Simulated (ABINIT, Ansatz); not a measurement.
# CsCdCl3 (Pm-3m): G0W0 on several meshes in ABINIT, part 2 of 2

Aim: the GW shift of CsCdCl3 (Pm-3m) against the k mesh.

ABINIT 10.8.3; LDA and many-body steps on it, plane waves. Known limits of the many-body steps: not at the basis limit; d shell near the gap, gap tends to lie low; no spin-orbit coupling; coarse k mesh.

So far. Step 4 (2×2×2): The gap on the mesh goes from 1.51 eV to 3.70 eV, a correction of +2.19 eV. Step 5 (Empty states on the mesh, 4×4×4 mesh, 214 bands): On this mesh the gap is 1.511 eV.

The database entry behind the starting cell is an old determination (1928), so it need not match the best structure at ambient conditions.

## Step 7: 4×4×4

This step: G0W0 on LDA, plane waves, norm-conserving pseudopotentials.

run.abi

```
acell 3*1.0 Angstrom
rprim 
  5.200000000000 0.000000000000 0.000000000000
  0.000000000000 5.200000000000 0.000000000000
  0.000000000000 0.000000000000 5.200000000000
ntypat 3
znucl 55 48 17
natom 5
typat 1 2 3 3 3
xred 
  0.000000000000 0.000000000000 0.000000000000
  0.500000000000 0.500000000000 0.500000000000
  0.000000000000 0.500000000000 0.500000000000
  0.500000000000 0.000000000000 0.500000000000
  0.500000000000 0.500000000000 0.000000000000
pp_dirpath "pseudos"
pseudos "Cs.upf, Cd.upf, Cl.upf"
ecut 47
ngkpt 4 4 4
nshiftk 1
shiftk 0 0 0
kptopt 1
chksymbreak 0
istwfk *1
occopt 1
irdwfk 1
optdriver 4
nband 196
gwcalctyp 0
ecutsigx 47
symsigma 1
nkptgw 2
kptgw 
  0.5000000000 0.5000000000 0.5000000000
  0.0000000000 0.0000000000 0.0000000000
bdgw 
  24 28
  23 27
ecuteps 5.2
irdscr 1
ppmodel 1
indata_prefix "in"
outdata_prefix "out"
tmpdata_prefix "tmp"
```

The run is started by

```
OMP_NUM_THREADS=1 mpirun -n 4 abinit run.abi > log
```

Numbers of over 12 decimals in the logs are rounded to 6 here.

The log of the run:

```text
.Version 10.8.3 of ABINIT. v10.8.2 released Aug 2026.

 Symmetries : space group Pm -3 m (#221); Bravais cP (primitive cubic)
[... echo of the input left out ...]
== DATASET  1 ==================================================================
-   mpi_nproc: 4, omp_nthreads: 1 (-1 if OMP is not activated)

--- !DatasetInfo
iteration_state: {dtset: 1, }
dimensions: {natom: 5, nkpt: 10, mband: 196, nsppol: 1, nspinor: 1, nspden: 1, mpw: 14627, }
cutoff_energies: {ecut:  47.0, pawecutdg:  -1.0, }
electrons: {nelect:   5.00000000E+01, charge:   0.00000000E+00, occopt:   1.00000000E+00, tsmear:   1.00000000E-02, }

 SIGMA: Calculation of the GW corrections

 Based on a program developped by R.W. Godby, V. Olevano, G. Onida, and L. Reining.
 Incorporated in ABINIT by V. Olevano, G.-M. Rignanese, and M. Torrent.
.Using double precision arithmetic ; gwpc =  8

[... cell and pseudopotentials left out ...]
--------------------------------------------------------------------------------

 ==== K-mesh for the wavefunctions ====
 Number of points in the irreducible wedge :    10
[... list of points left out ...]
 Together with 48 symmetry operations and time-reversal symmetry
 yields    64 points in the full Brillouin Zone.

 ==== Q-mesh for screening function ====
 Number of points in the irreducible wedge :    10
[... list of points left out ...]
 Together with 48 symmetry operations and time-reversal symmetry
 yields    64 points in the full Brillouin Zone.

 vcoul_init : cutoff-mode = AUXILIARY_FUNCTION
 q-points for optical limit:   1
     1)      0.000010    0.000020    0.000030
 setmesh: FFT mesh size selected  =    64x   64x   64
          total number of points  =       262144

 Number of electrons calculated from density =   50.0000; Expected =   50.0000
[...]
number of omega for Sigma on real axis              0
 max omega for Sigma on real axis  [eV]           0.00
 zcut for avoiding poles [eV]                     0.10

 EPSILON^-1 parameters (SCR file):
 dimension of the eps^-1 matrix on file            515
 dimension of the eps^-1 matrix used               515
 number of plane-waves for wavefunctions         14531
 number of bands                                   196
 number of q-points in IBZ                          10
 number of frequencies                               2
 number of real frequencies                          1
 number of imag frequencies                          1

 matrix elements of self-energy operator (all in [eV])

 Perturbative Calculation

--- !SelfEnergy_ee
iteration_state: {dtset: 1, }
kpoint     : [   0.500,    0.500,    0.500, ]
spin       : 1
KS_gap     :    5.653
QP_gap     :    7.804
Delta_QP_KS:    2.151
data: !SigmaeeData |
     Band     E0 <VxcDFT>   SigX SigC(E0)      Z dSigC/dE  Sig(E)    E-E0       E
       24   1.681 -17.248 -21.238   2.691   0.795  -0.257 -18.281  -1.033   0.648
       25   1.681 -17.248 -21.238   2.691   0.795  -0.257 -18.281  -1.033   0.648
       26   7.334  -9.938  -5.161  -3.445   0.839  -0.191  -8.820   1.118   8.452
[...]
--- !SelfEnergy_ee
iteration_state: {dtset: 1, }
kpoint     : [   0.000,    0.000,    0.000, ]
spin       : 1
KS_gap     :    2.094
QP_gap     :    4.721
Delta_QP_KS:    2.628
data: !SigmaeeData |
     Band     E0 <VxcDFT>   SigX SigC(E0)      Z dSigC/dE  Sig(E)    E-E0       E
[...]
26   3.192 -13.093  -8.436  -3.076   0.829  -0.207 -11.783   1.311   4.502
       27   7.246  -7.985  -3.453  -3.402   0.853  -0.172  -7.021   0.964   8.210

== END DATASET(S) ==============================================================
================================================================================

 -outvars: echo values of variables after computation  --------
           etotal      0.0000000000E+00
            nband         196
             nkpt          10
          spgroup         221
 [... the other variables as echoed above ...]

 Calculation completed.
```

Wall time 66 s (4 MPI ranks of Intel Xeon Platinum 8375C at 2.90GHz (Ice Lake), shared host); peak memory 4.7 GiB; 4.4 min of CPU time.

This step gave:

- G0W0 gap on the points computed: 3.854 eV
- starting gap on the mesh: 1.511 eV
- k of the valence top: 0.5, 0.5, 0.5
- k of the conduction bottom: 0, 0, 0
- Z at the valence top: 0.795
- Z at the conduction bottom: 0.829
- least direct G0W0 gap on the computed points: 4.721 eV

Against G0W0 in ABINIT (2×2×2 mesh, 196 bands, screening to 141.5 eV, Godby-Needs plasmon pole), the gap moves by +0.157 eV.

## Step 8: The runs together

Times are wall times on 4 MPI ranks of Intel Xeon Platinum 8375C at 2.90GHz (Ice Lake), shared host, good to a factor of about two. A run's time includes the screening step that it read.

| run | mesh | bands | screening cutoff (eV) | DFT gap (eV) | gap on the mesh (eV) | direct (eV) | ε∞ used | time |
| --- | --- | --- | --- | --- | --- | --- | --- | --- |
| 2×2×2 | 2×2×2 | 196 | 141.5 | 1.511 | 3.697 | 4.557 | 4.54 | 2.2 min |
| 4×4×4 | 4×4×4 | 196 | 141.5 | 1.511 | 3.854 | 4.721 | 3.58 | 13 min |

## Step 9: Results

| Property | Result |
| --- | --- |
| 2×2×2 | 3.697 eV |
| 4×4×4 | 3.854 eV |
| known limits | not at the basis limit; d shell near the gap, gap tends to lie low; no spin-orbit coupling; coarse k mesh |

4×4×4: +0.157 eV against 2×2×2. Bands and cutoff are finite, so the gap is not at the basis limit. The miss can reach some tenths of an eV and take either sign; the mesh is an error of its own. In the first G0W0 run levels were corrected at 2 k points alone, so a gap called «on the mesh» is the least over those, and an edge elsewhere would be missed. The 2×2×2 mesh is coarse for this cell, which bears on the long-range parts of exchange and screening. This is the ideal cubic cell; many perovskites, halides above all, are cubic only on average, and local tilts or off-centring can widen the gap. A d shell, filled or nearly so, lies near the gap. One-shot GW converges very slowly in bands there, not always from below, and on a semilocal start the gap tends to come out low; starts rich in exact exchange can overshoot instead. The many-body steps are scalar-relativistic: spin-orbit coupling is not in them.

[Paths, hosts, dates, memory and timing lines, banners, echoed tables and standing remarks are left out of the program output.]

[Logs are printed without paths, hosts, clocks, repeated set-up lines and the standing remarks that a program may print on its own settings, such as how far it seeks lower states.]

[Runs of the session that timed out or met a known fault of the program may be left out.]

[No measured gap is set beside runs whose start may be inverted or whose files or cutoffs have a known fault.]

[Hosts, paths, dates, database ids (printed as entryN), source tags and the programs' standing remarks are cut or masked in the printed files.]

[G0W0 gaps are taken among the corrected bands and points alone; a level outside them can change the order at an edge.]

[Where Ansatz stands beside ABINIT at settings called matched, ABINIT's density can come from a denser mesh and the files from another edition; pairs whose starting gaps differed by over 0.03 eV were left out, so agreement reads better than it is.]
